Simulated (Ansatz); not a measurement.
**K on Al(111): change of the work function**

Aim: the work function of Al(111) at several coverages of K (fcc site), and the dipole that each adsorbate carries.

Calculated with Ansatz 0.2.0; plane-wave DFT, PBE, Ansatz PAW.

Most raw output is cut from this account.

## (1) Set-up

The cell holds 4 atoms: 4 Al. Cell: a = 2.864 Å, b = 2.864 Å, c = 25.015 Å, α = 90.0°, β = 90.0°, γ = 60.0°. Vacuum lies along c.

As a file:

```cif
data_structure
_symmetry_space_group_name_H-M 'P 1'
_symmetry_Int_Tables_number 1
_cell_length_a 2.8638
_cell_length_b 2.8638
_cell_length_c 25.0148
_cell_angle_alpha 90.000
_cell_angle_beta 90.000
_cell_angle_gamma 60.000
_cell_volume 177.67
loop_
_atom_site_label
_atom_site_type_symbol
_atom_site_fract_x
_atom_site_fract_y
_atom_site_fract_z
_atom_site_occupancy
Al1 Al 0.00000 0.00000 0.35979 1
Al2 Al 0.33333 0.33333 0.45326 1
Al3 Al 0.66667 0.66667 0.54674 1
Al4 Al 0.00000 0.00000 0.64021 1
```

## (2) The clean slab

The bare slab comes first, as the zero from which every change is counted. The two lowest layers are held at bulk places and the upper ones relax. The dipole correction removes the false field that a one-sided slab makes across the periodic vacuum, so each face gets a flat vacuum level of its own.

Contents of input.yaml:

```yaml
crystal:
  lattice:
    - [2.8637824638, 0.0, 0.0]
    - [1.4318912319, 2.4801083646, 0.0]
    - [0.0, 0.0, 25.0148057707]
  atoms:
    - { symbol: Al, position: [0.0, 0.0, 0.3597869231] }
    - { symbol: Al, position: [0.3333333333, 0.3333333333, 0.4532623077] }
    - { symbol: Al, position: [0.6666666667, 0.6666666667, 0.5467376923] }
    - { symbol: Al, position: [0.0, 0.0, 0.6402130769] }
kpoints:
  mp_grid: { grid: [12, 12, 1] }
hamiltonian:
  xc: pbe
scf:
  occupations: { method: fermi_dirac, width: 0.1 }
  convergence: { dr2_threshold: 1.0e-08 }
efield:
  axis: 3
  dipole_correction: true
  ramp_position: 0.97
  ramp_width: 0.06
relax:
  f_tol: 0.02
  max_steps: 60
  constraints: [{ sites: [0, 1] }]
output:
  write_potential: true
  write_density: true
  volumetric_format: npy
```

Command:

```console
$ ansatz run input.yaml --threads 2 --pin off --max-ram 4096MiB --backend cpu --events-out ev --progress --plain --runs-dir out
```

It took 5.3 s on 2 threads of Arm Neoverse V1, shared host; peak memory 0.35 GiB; 9.8 s of CPU time.

Relaxation path:

```
step  energy less that of the first step (eV)  largest force component (eV/Å)
   1                                   0.0000                          0.1320
   2                                  -0.0031                          0.0570
   3                                  -0.0034                          0.0024
```

Forces are held to the 6 operations that the run works with; a distortion that breaks them can't arise in this run.

The atoms that moved most (Å):

```
atom     dx     dy      dz  length
 Al4  0.000  0.000  -0.057   0.057
 Al3  0.000  0.000  -0.053   0.053
```

The relaxed structure:

```xyz
4
Lattice="2.8638 0.0000 0.0000 1.4319 2.4801 0.0000 0.0000 0.0000 25.0148" Properties=species:S:1:pos:R:3
Al    0.0000    0.0000    9.0000
Al    1.4319    0.8267   11.3383
Al    2.8638    1.6534   13.6240
Al    0.0000    0.0000   15.9575
```

Numbers from this step:

- energy at zero smearing: -2149.2508 eV
- work function, upper face: 4.021 eV
- dipole along the normal: -7.20e-5 e·Å

Running mean over 2.338 Å of the planar mean; the ramp of the sawtooth is left out. Table of electron's electrostatic potential energy less the Fermi level by z:

```
z (Å)  electron's electrostatic potential energy less the Fermi level (eV)
  3.5                                                                 4.02
  4.0                                                                 4.02
  4.5                                                                 4.02
  5.0                                                                 4.01
  5.5                                                                 3.99
  6.0                                                                 3.92
  6.5                                                                 3.69
  7.0                                                                 2.91
  7.5                                                                0.996
  8.0                                                                -1.37
  8.5                                                                -3.48
  9.0                                                                -4.40
  9.5                                                                -4.56
 10.0                                                                -4.58
 10.5                                                                -4.60
 11.0                                                                -4.61
 11.5                                                                -4.65
 12.0                                                                -4.78
 12.5                                                                -4.81
 13.0                                                                -4.77
 13.5                                                                -4.65
 14.0                                                                -4.62
 14.5                                                                -4.62
 15.0                                                                -4.59
 15.5                                                                -4.56
 16.0                                                                -4.37
 16.5                                                                -3.33
 17.0                                                                -1.17
 17.5                                                                 1.19
 18.0                                                                 3.02
 18.5                                                                 3.72
 19.0                                                                 3.93
 19.5                                                                 3.99
 20.0                                                                 4.01
 20.5                                                                 4.02
 21.0                                                                 4.02
 21.5                                                                 4.02
```

The relaxation took 3 steps and lowered the energy by 0.0034 eV; the largest force on the free atoms ends at 0.0024 eV/Å.

The work function of the upper face is 4.02 eV.

## (3) The covered slab, k-mesh 4×4×1, coverage 0.111 ML

System of this step: KAl36 (K/Al(111)). The cell holds 37 atoms: 36 Al and 1 K. Cell: a = 8.591 Å, b = 8.591 Å, c = 27.856 Å, α = 90.0°, β = 90.0°, γ = 60.0°. Vacuum lies along c.

The clean slab as it ended is repeated in the plane and the adsorbate is set on one face; the cell's size fixes the coverage, and the k-mesh shrinks with it to keep the sampling density about even. Adsorbate and upper layers relax, since the dipole depends on the height.

Contents of input.yaml:

```yaml
crystal:
  lattice:
    - [8.5913473915, 0.0, 0.0]
    - [4.2956736957, 7.4403250937, 0.0]
    - [0.0, 0.0, 27.8563316132]
  atoms:
    - { symbol: Al, position: [0.0, 0.0, 0.3230863319] }
    - { symbol: Al, position: [0.1111111111, 0.1111111111, 0.4070266232] }
    - { symbol: Al, position: [0.2222222222, 0.2222222222, 0.4890794627] }
    - { symbol: Al, position: [0.0, 0.0, 0.5728504545] }
    - { symbol: Al, position: [0.0, 0.3333333333, 0.3230863319] }
    - { symbol: Al, position: [0.1111111111, 0.4444444444, 0.4070266232] }
    - { symbol: Al, position: [0.2222222222, 0.5555555556, 0.4890794627] }
    - { symbol: Al, position: [0.0, 0.3333333333, 0.5728504545] }
[... 25 atom lines left out ...]
    - { symbol: Al, position: [0.7777777778, 0.7777777778, 0.4070266232] }
    - { symbol: Al, position: [0.8888888889, 0.8888888889, 0.4890794627] }
    - { symbol: Al, position: [0.6666666667, 0.6666666667, 0.5728504545] }
    - { symbol: K, position: [0.1111111111, 0.1111111111, 0.6769136681] }
kpoints:
  mp_grid: { grid: [4, 4, 1] }
hamiltonian:
  xc: pbe
scf:
  occupations: { method: fermi_dirac, width: 0.1 }
  convergence: { dr2_threshold: 1.0e-08 }
efield:
  axis: 3
  dipole_correction: true
  ramp_position: 0.97
  ramp_width: 0.06
relax:
  f_tol: 0.02
  max_steps: 60
  constraints:
    - { sites: [0, 1, 4, 5, 8, 9, 12, 13, 16, 17, 20, 21, 24, 25, 28, 29, 32, 33] }
output:
  write_potential: true
  write_density: true
  volumetric_format: npy
```

The job ended after 2.4 min (2 threads; peak memory 2.1 GiB).

The steps of the relaxation:

```
step  energy less that of the first step (eV)  largest force component (eV/Å)
   1                                   0.0000                          0.2495
   2                                  -0.0210                          0.1432
   3                                  -0.0260                          0.0269
   4                                  -0.0262                          0.0041
```

Forces are held to the 6 operations that the run works with; a distortion that breaks them can't arise in this run.

The atoms that moved most (Å):

```
atom      dx      dy     dz  length
 K37   0.000   0.000  0.087   0.087
Al24   0.000   0.004  0.056   0.056
Al20  -0.003  -0.002  0.056   0.056
Al32   0.003  -0.002  0.056   0.056
Al36   0.000   0.000  0.033   0.033
Al12   0.000   0.000  0.033   0.033
Al28   0.000   0.000  0.033   0.033
 Al7   0.002  -0.001  0.024   0.024
```

Final coordinates:

```cif
data_structure
_symmetry_space_group_name_H-M 'P 1'
_symmetry_Int_Tables_number 1
_cell_length_a 8.5913
_cell_length_b 8.5913
_cell_length_c 27.8563
_cell_angle_alpha 90.000
_cell_angle_beta 90.000
_cell_angle_gamma 60.000
_cell_volume 1780.64
loop_
_atom_site_label
_atom_site_type_symbol
_atom_site_fract_x
_atom_site_fract_y
_atom_site_fract_z
_atom_site_occupancy
Al1 Al 0.00000 0.00000 0.32309 1
Al2 Al 0.11111 0.11111 0.40703 1
Al3 Al 0.22254 0.22254 0.48943 1
Al4 Al 0.99891 0.99891 0.57222 1
Al5 Al 0.00000 0.33333 0.32309 1
Al6 Al 0.11111 0.44444 0.40703 1
Al7 Al 0.22248 0.55543 0.48995 1
Al8 Al 0.99891 0.33551 0.57222 1
Al9 Al 0.00000 0.66667 0.32309 1
Al10 Al 0.11111 0.77778 0.40703 1
Al11 Al 0.22254 0.88825 0.48943 1
Al12 Al 0.99995 0.66669 0.57403 1
Al13 Al 0.33333 0.00000 0.32309 1
Al14 Al 0.44444 0.11111 0.40703 1
Al15 Al 0.55543 0.22248 0.48995 1
Al16 Al 0.33551 0.99891 0.57222 1
Al17 Al 0.33333 0.33333 0.32309 1
Al18 Al 0.44444 0.44444 0.40703 1
Al19 Al 0.55543 0.55543 0.48995 1
Al20 Al 0.33310 0.33310 0.57485 1
Al21 Al 0.33333 0.66667 0.32309 1
Al22 Al 0.44444 0.77778 0.40703 1
Al23 Al 0.55613 0.88860 0.48946 1
Al24 Al 0.33310 0.66714 0.57485 1
Al25 Al 0.66667 0.00000 0.32309 1
Al26 Al 0.77778 0.11111 0.40703 1
Al27 Al 0.88825 0.22254 0.48943 1
Al28 Al 0.66669 0.99995 0.57403 1
Al29 Al 0.66667 0.33333 0.32309 1
Al30 Al 0.77778 0.44444 0.40703 1
Al31 Al 0.88860 0.55613 0.48946 1
Al32 Al 0.66714 0.33310 0.57485 1
Al33 Al 0.66667 0.66667 0.32309 1
Al34 Al 0.77778 0.77778 0.40703 1
Al35 Al 0.88860 0.88860 0.48946 1
Al36 Al 0.66669 0.66669 0.57403 1
K37 K 0.11111 0.11111 0.68003 1
```

This step gave:

```
energy at zero smearing        : -20881.6155 eV
work function, upper face      : 1.758 eV
work function, lower face      : 4.078 eV
dipole along the normal        : 0.8193 e·Å
step between the vacuum levels : -2.319 eV
```

Running mean over 2.338 Å of the planar mean; the ramp of the sawtooth is left out. Table of electron's electrostatic potential energy less the Fermi level by z:

```
z (Å)  electron's electrostatic potential energy less the Fermi level (eV)
    4                                                                 4.08
    5                                                                 4.07
    6                                                                 3.98
    7                                                                 2.96
    8                                                                -1.34
    9                                                                -4.39
   10                                                                -4.56
   11                                                                -4.59
   12                                                                -4.71
   13                                                                -4.70
   14                                                                -4.58
   15                                                                -4.54
   16                                                                -4.37
   17                                                                -1.53
   18                                                                 1.48
   19                                                                 1.31
   20                                                                 1.27
   21                                                                 1.68
   22                                                                 1.74
   23                                                                 1.75
   24                                                                 1.76
```

The relaxation took 4 steps and lowered the energy by 0.026 eV; the largest force on the free atoms ends at 0.0041 eV/Å.

The covered face has 1.76 eV, -2.26 eV against the clean one; the bare back face has moved by +0.06 eV, a measure of how thin the slab is.

[end of part 1 of 2]

[Logs are printed without paths, hosts, clocks, repeated set-up lines and the standing remarks that a program may print on its own settings, such as how far it seeks lower states.]

[Hosts, paths, dates, database ids (printed as entryN), source tags and the programs' standing remarks are cut or masked in the printed files.]

[Maps of the electrostatic potential energy from Ansatz leave out the sawtooth potential of an applied field or a dipole correction, so their vacuum need not be flat; planar profiles and work functions include it.]
